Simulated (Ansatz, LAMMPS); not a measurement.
# A frame of glassy nearly rigid carbon from 5000 K, run at 300 K (123 atoms) in motion

How do the atoms of a frame of glassy nearly rigid carbon from 5000 K, run at 300 K (123 atoms) move, and what local order do they keep?

Calculated with Ansatz 0.2.0; Kohn-Sham DFT, PBE, PAW (set soft_2), plane waves.

## 1. Starting point

The cell holds 123 atoms: 123 C. Cell: a = 11.085 Å, b = 11.085 Å, c = 11.085 Å, α = 90.0°, β = 90.0°, γ = 90.0°. 123 atoms (123 C) placed at random at 1.8 g/cm³, melted at 6000 K for 10 ps at fixed volume with the LCBOP (Los and Fasolino, Phys. Rev. B 68, 024107 (2003)). Snapshot at the end of a hold of 5 ps at 5000 K and fixed volume.

Before any run, some limits are plain. The starting topology of bonds comes from the classical model. The cell was made at 5000 K but the dynamics is set to 300 K: the trajectory isn't one at 5000 K. Sampling is at Γ alone, for a cell whose shortest periodic width is 11 Å.

## 2. Dynamics started at 300 K

A Langevin thermostat couples each atom to a heat bath, at the price of damped dynamics. The time step is 1.0 fs.

Contents of input.yaml:

```yaml
crystal:
  lattice:
    - [11.0851, 0.0, 0.0]
    - [0.0, 11.0851, 0.0]
    - [0.0, 0.0, 11.0851]
  atoms:
    - { symbol: C, position: [0.54626, 0.06032, 0.22634] }
    - { symbol: C, position: [0.64165, 0.65839, 0.04983] }
    - { symbol: C, position: [0.3106, 0.36213, 0.41074] }
    - { symbol: C, position: [0.246, 0.06441, 0.99355] }
    [... 113 atom lines left out ...]
    - { symbol: C, position: [0.96782, 0.80797, 0.18636] }
    - { symbol: C, position: [0.38642, 0.4874, 0.77055] }
    - { symbol: C, position: [0.81112, 0.00685, 0.48147] }
    - { symbol: C, position: [0.13765, 0.90581, 0.68902] }
    - { symbol: C, position: [0.27288, 0.72338, 0.27595] }
    - { symbol: C, position: [0.86295, 0.60532, 0.20933] }
kpoints:
  mp_grid: { grid: [1, 1, 1] }
hamiltonian:
  xc: pbe
scf:
  occupations: { method: gaussian, width: 0.025 }
output:
  forces: true
md:
  timestep: 1.0
  n_steps: 131
  ensemble: nvt_langevin
  temperature: 300
  initial_velocities: maxwell_boltzmann
  seed: 2136
```

Launch:

```console
ansatz run input.yaml --threads 4 --pin off --max-ram 8192MiB --backend cpu --events-out ev --progress --plain --runs-dir out
```

It took 31 min on 4 threads of Arm Neoverse V2, shared host; peak memory 1.7 GiB.

The program notes that it switched symmetry off.

The trajectory, sampled:

| time (fs) | T (K) | potential (meV/atom) |
| --- | --- | --- |
| 0.0 | 298 | 0.0 |
| 9.0 | 3076 | -391.3 |
| 17.0 | 2459 | -364.5 |
| 26.0 | 2500 | -428.6 |
| 35.0 | 2246 | -437.8 |
| 44.0 | 2425 | -508.6 |
| 52.0 | 1933 | -488.7 |
| 61.0 | 1831 | -516.9 |
| 70.0 | 1827 | -553.0 |
| 79.0 | 1740 | -579.2 |
| 87.0 | 1487 | -577.2 |
| 96.0 | 1501 | -609.1 |
| 105.0 | 1356 | -620.0 |
| 114.0 | 1257 | -630.5 |
| 122.0 | 1279 | -654.7 |
| 131.0 | 1178 | -668.0 |

Mean square displacement from the first frame to the last: C 0.49 Å².

Mean square displacement against time lag:

| time lag (fs) | mean square displacement (Å²) |
| --- | --- |
| 1.0 | 3.8e-4 |
| 3.0 | 0.00342 |
| 6.0 | 0.0131 |
| 9.0 | 0.0272 |
| 11.0 | 0.0379 |
| 14.0 | 0.0544 |
| 17.0 | 0.0699 |
| 19.0 | 0.0794 |
| 22.0 | 0.0924 |
| 25.0 | 0.104 |
| 28.0 | 0.116 |
| 30.0 | 0.123 |
| 33.0 | 0.135 |
| 36.0 | 0.147 |
| 38.0 | 0.155 |
| 41.0 | 0.166 |
| 44.0 | 0.178 |
| 47.0 | 0.189 |
| 49.0 | 0.196 |
| 52.0 | 0.206 |
| 55.0 | 0.216 |
| 57.0 | 0.224 |
| 60.0 | 0.235 |
| 63.0 | 0.246 |
| 66.0 | 0.257 |

Over the second half of 131 fs the temperature averages 1465 K, falling from about 1768 to 1252 K (means over the first and last quarter of that half). The atoms reach a mean square displacement of 0.49 Å² at the end; the farthest move is 1.56 Å. The mean temperature of 1465 K lies well off the 300 K of the input, so the thermostat hasn't yet brought the run to equilibrium. The count of bonds goes from 179 in the first frame to 186 in the last, by one set of cutoffs: 4 pairs passed out of them and 11 came within. The run spans 0.13 ps, too short for its means to be equilibrium values.

## 3. Distances and neighbours late in the run

The g(r) is a mean over the second half; what follows it is taken at the last frame.

Density 1.80 g/cm³, 11.07 Å³ an atom.

Mean of 15 frames. Pair distribution function in bins of 0.1 Å:

| r (Å) | total |
| --- | --- |
| 1.15 | 0.01 |
| 1.25 | 0.37 |
| 1.35 | 2.40 |
| 1.45 | 4.94 |
| 1.55 | 3.02 |
| 1.65 | 0.91 |
| 1.75 | 0.24 |
| 1.85 | 0.08 |
| 1.95 | 0.06 |
| 2.05 | 0.07 |
| 2.15 | 0.15 |
| 2.25 | 0.40 |
| 2.35 | 1.01 |
| 2.45 | 1.63 |
| 2.55 | 1.85 |
| 2.65 | 1.70 |
| 2.75 | 1.22 |
| 2.85 | 0.91 |
| 2.95 | 0.77 |
| 3.05 | 0.77 |
| 3.15 | 0.75 |
| 3.25 | 0.84 |
| 3.35 | 0.87 |
| 3.45 | 0.92 |
| 3.55 | 1.02 |
| 3.65 | 1.12 |
| 3.75 | 1.16 |
| 3.85 | 1.18 |
| 3.95 | 1.10 |
| 4.05 | 1.04 |
| 4.15 | 0.91 |
| 4.25 | 0.87 |
| 4.35 | 0.90 |
| 4.45 | 0.93 |
| 4.55 | 0.94 |
| 4.65 | 0.96 |
| 4.75 | 1.08 |
| 4.85 | 1.12 |
| 4.95 | 1.13 |
| 5.05 | 1.03 |
| 5.15 | 1.03 |
| 5.25 | 1.00 |
| 5.35 | 0.87 |
| 5.45 | 0.85 |

Bonds by pair of elements; cutoffs follow the first minimum of g(r), held within bounds set by covalent radii, and pairs that aren't listed don't count as bonded:

| pair A-B | cutoff (Å) | bonds | mean length (Å) | spread (Å) | shortest (Å) | B about A | A about B |
| --- | --- | --- | --- | --- | --- | --- | --- |
| C-C | 1.98 | 186 | 1.50 | 0.116 | 1.26 | 3.02 | 3.02 |

How many atoms have how many bonded neighbours:

| element | mean | 2 | 3 | 4 |
| --- | --- | --- | --- | --- |
| C | 3.02 | 7 | 106 | 10 |

Bond angles (no mean is given where the spread exceeds 20°):

| angle | count | mean (°) | spread (°) |
| --- | --- | --- | --- |
| C-C-C | 385 | 118 | 17.7 |

Bond length by coordination (bonds to H left out):

| element | coordination | atoms | mean bond length (Å) |
| --- | --- | --- | --- |
| C | 2 | 7 | 1.36 |
| C | 3 | 106 | 1.49 |
| C | 4 | 10 | 1.60 |

Rings of the network by King's shortest-path rule, up to 12 atoms, one path for each pair of neighbours; H, halogens, alkali and alkaline-earth atoms are left out, and the last column divides by all other atoms, bonded or not:

| ring size (atoms) | rings | per network atom |
| --- | --- | --- |
| 3 | 5 | 0.041 |
| 4 | 2 | 0.016 |
| 5 | 7 | 0.057 |
| 6 | 15 | 0.122 |
| 7 | 11 | 0.089 |
| 8 | 12 | 0.098 |
| 9 | 15 | 0.122 |
| 10 | 12 | 0.098 |
| 11 | 17 | 0.138 |
| 12 | 9 | 0.073 |

With the cutoffs above, 86 % of C atoms have 3 bonded neighbours. The C-C-C angle averages 118° with a spread of 18°. Read as hybridisation, 8 % of the carbon is sp3 and 86 % sp2. Bonds at C atoms with 2 neighbours average 1.36 Å, against 1.60 Å at those with 4. Rings of 11 atoms are the most common (16 % of those counted); sizes run from 3 to 12, where the search stops.

## 4. Single point at the last frame

The last frame is solved once more, with the analyses that the dynamics left out.

Contents of input.yaml:

```yaml
crystal:
  lattice:
    - [11.0851, 0.0, 0.0]
    - [0.0, 11.0851, 0.0]
    - [0.0, 0.0, 11.0851]
  atoms:
    - { symbol: C, position: [0.5685, 0.05588, 0.21529] }
    - { symbol: C, position: [0.6363, 0.6098, 0.03592] }
    - { symbol: C, position: [0.29994, 0.35907, 0.38223] }
    - { symbol: C, position: [0.22562, 0.07389, 0.98413] }
    [... 113 atom lines left out ...]
    - { symbol: C, position: [0.99137, 0.79449, 0.21681] }
    - { symbol: C, position: [0.37094, 0.53031, 0.7689] }
    - { symbol: C, position: [0.81295, 0.05506, 0.4457] }
    - { symbol: C, position: [0.07184, 0.96496, 0.69894] }
    - { symbol: C, position: [0.2669, 0.69538, 0.29092] }
    - { symbol: C, position: [0.8837, 0.61558, 0.20381] }
kpoints:
  mp_grid: { grid: [1, 1, 1] }
hamiltonian:
  xc: pbe
scf:
  occupations: { method: gaussian, width: 0.025 }
output:
  forces: true
  stress: true
  populations: true
  dos:
    method: { smearing: { sigma: 0.08 } }
    de: 0.1
    projected: { site_lists: { C: [C] } }
  eigenvalues: true
  write_density: true
  write_potential: true
  volumetric_format: npy
  elf: true
```

Run time: 28 s. Hardware: 4 threads; peak memory 1.6 GiB; 1.7 min of CPU time.

The program notes that the exchange-correlation potential is rough where the density is thin.

Read from the output:

| Item | Value |
| --- | --- |
| free energy | -30750.0047 eV |
| free energy per atom | -250.0000 eV/atom |
| SCF cycles | 11 |
| pressure | -11.37 GPa |
| r.m.s. force component | 1.797 eV/Å |
| longest force | 8.045 eV/Å |
| Fermi energy | 4.493 eV |
| spacing of highest filled and lowest empty level | 0.0775 eV |
| spilling of the projection | 0.009322 |

Neighbours are counted within 1.98 Å (C-C), the cutoffs taken from the dynamics.

Length of the force by element and coordination:

| element | coordination | atoms | mean length of the force (eV/Å) | spread | least | most |
| --- | --- | --- | --- | --- | --- | --- |
| C | all | 123 | 2.77 | 1.41 | 0.338 | 8.04 |
| C | 2 | 7 | 3.32 | 2.34 | 0.762 | 8.04 |
| C | 3 | 106 | 2.73 | 1.32 | 0.728 | 7.21 |
| C | 4 | 10 | 2.89 | 1.38 | 0.338 | 5.16 |

The mean of these charges, 0.037 e, is only the charge that the projection spills.

Löwdin charges by element and coordination (they lack the spilled electrons, 0.037 e an atom on average):

| element | coordination | atoms | mean charge (e) | spread | least | most |
| --- | --- | --- | --- | --- | --- | --- |
| C | all | 123 | 0.0373 | 0.0294 | -0.0402 | 0.134 |
| C | 2 | 7 | 0.0389 | 0.0353 | -0.0045 | 0.099 |
| C | 3 | 106 | 0.035 | 0.0286 | -0.0402 | 0.134 |
| C | 4 | 10 | 0.0606 | 0.0227 | 0.0228 | 0.0924 |

States in the cell by windows of 1 eV, zero at the Fermi level; the larger projections on atomic orbitals stand beside the total:

| from (eV) | to (eV) | total | C p | C s |
| --- | --- | --- | --- | --- |
| -14 | -13 | 20.3 | 10.0 | 10.0 |
| -13 | -12 | 17.2 | 9.7 | 7.4 |
| -12 | -11 | 19.8 | 12.7 | 6.9 |
| -11 | -10 | 21.4 | 15.0 | 6.2 |
| -10 | -9 | 26.0 | 20.6 | 5.2 |
| -9 | -8 | 26.3 | 22.3 | 3.7 |
| -8 | -7 | 40.8 | 36.8 | 3.5 |
| -7 | -6 | 37.3 | 34.6 | 2.4 |
| -6 | -5 | 38.0 | 35.7 | 2.1 |
| -5 | -4 | 34.5 | 32.7 | 1.6 |
| -4 | -3 | 31.3 | 29.8 | 1.3 |
| -3 | -2 | 32.0 | 30.7 | 1.2 |
| -2 | -1 | 27.1 | 25.9 | 1.0 |
| -1 | 0 | 21.9 | 20.7 | 1.0 |
| 0 | 1 | 18.3 | 17.0 | 1.1 |
| 1 | 2 | 23.6 | 21.6 | 1.5 |
| 2 | 3 | 23.6 | 20.7 | 2.1 |
| 3 | 4 | 26.9 | 22.9 | 2.6 |
| 4 | 5 | 24.5 | 18.8 | 2.3 |

The curve was stored every 0.10 eV, coarse against its broadening of 0.08 eV, so these counts are rough.

Between -20 and -14 eV lie 99 more states.

The levels nearest the highest filled one (over half full), pooled over k-points and spins:

| level less the highest filled one (eV) | occupation |
| --- | --- |
| -0.468 | 2 |
| -0.381 | 2 |
| -0.204 | 2 |
| -0.102 | 2 |
| -0.0726 | 2 |
| 0 | 1.97 |
| 0.0775 | 0.028 |
| 0.231 | 0 |
| 0.394 | 0 |
| 0.458 | 0 |
| 0.548 | 0 |
| 0.673 | 0 |

Löwdin charges run from -0.04 to +0.13 e, about a mean that is the spilled charge alone. Within 0.4 eV of the Fermi level the largest share is C p (94 % of the projected weight).

## 5. Summary of results

- mean temperature, second half: 1465 K
- temperature swing, second half: 210.4 K
- free energy per atom: -250.0000 eV/atom
- pressure: -11.37 GPa
- r.m.s. force component: 1.797 eV/Å
- spacing of highest filled and lowest empty level: 0.0775 eV
- wall time of the 2 DFT runs: 31 min

Over the second half of 131 fs the temperature averages 1465 K, falling from about 1768 to 1252 K (means over the first and last quarter of that half). The mean temperature of 1465 K lies well off the 300 K of the input, so the thermostat hasn't yet brought the run to equilibrium. The count of bonds goes from 179 in the first frame to 186 in the last, by one set of cutoffs: 4 pairs passed out of them and 11 came within. The run spans 0.13 ps, too short for its means to be equilibrium values. With the cutoffs above, 86 % of C atoms have 3 bonded neighbours. Read as hybridisation, 8 % of the carbon is sp3 and 86 % sp2.

The highest filled and lowest empty levels lie only 0.077 eV apart (at Γ alone), which on so few k-points needn't be a gap.

Caveats: The starting topology of bonds comes from the classical model; in DFT 4 of its 179 bonded pairs passed out of the cutoffs and 11 came within them. The stress is far from hydrostatic: its diagonal is -14.0, -10.8, -9.3 GPa, compression counted positive. The pressure of -11 GPa is that of one thermal frame at a volume set beforehand, without the kinetic term.

[Logs are printed without paths, hosts, clocks, repeated set-up lines and the standing remarks that a program may print on its own settings, such as how far it seeks lower states.]

[Hosts, paths, dates, database ids (printed as entryN), source tags and the programs' standing remarks are cut or masked in the printed files.]
